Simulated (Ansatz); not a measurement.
Te (P3_121), computed twice by G0W0.

```xyz
3
Lattice="4.4572 0.0000 0.0000 -2.2286 3.8600 0.0000 0.0000 0.0000 5.9290" Properties=species:S:1:pos:R:3 pbc="T T T"
Te    1.1736    0.0000    1.9763
Te   -0.5868    1.0164    3.9527
Te    1.6418    2.8437    0.0000
```

The cell and positions come from the Crystallography Open Database and are kept as given unless a step says otherwise. Spin-orbit coupling is left out unless a run names it.

The first (Ansatz 0.2.0; start PBE with 20 % exact exchange, 6×6×4 mesh, 425 empty bands, screening to 150 eV, PAW set soft_1 files; 1 × NVIDIA H100 80GB HBM3 (shared by 6 runs) with 2 threads of AMD EPYC 7R13 (Zen 3), shared host) gave, on its mesh: starting gap 0.96 eV, G0W0 gap 0.75 eV, RPA ε∞ (mean) 20.56, 1.7 min.

Question: The second changes start from PBE with 20 % exact exchange to PBE with 35 % exact exchange. What does it give?

It gave: starting gap 1.65 eV, G0W0 gap 0.99 eV, RPA ε∞ (mean) 12.91, 1.8 min. The G0W0 gap moves by +0.24 eV, +0.69 eV from the start and −0.46 eV from the correction. Σc changes by +0.02 eV at the valence top and −0.03 eV at the conduction bottom, and Σx − Vxc between them by −0.40 eV.

Limits: not at the basis limit; no spin-orbit coupling; coarse k mesh.

[Paths, hosts, dates, memory and timing lines, banners, echoed tables and standing remarks are left out of the program output.]

[Logs are printed without paths, hosts, clocks, repeated set-up lines and the standing remarks that a program may print on its own settings, such as how far it seeks lower states.]

[Runs of the session that timed out or met a known fault of the program may be left out.]

[Cells called generated may have been cut or substituted from an entry of the Crystallography Open Database or the Materials Project.]

[Hosts, paths, dates, database ids (printed as entryN), source tags and the programs' standing remarks are cut or masked in the printed files.]
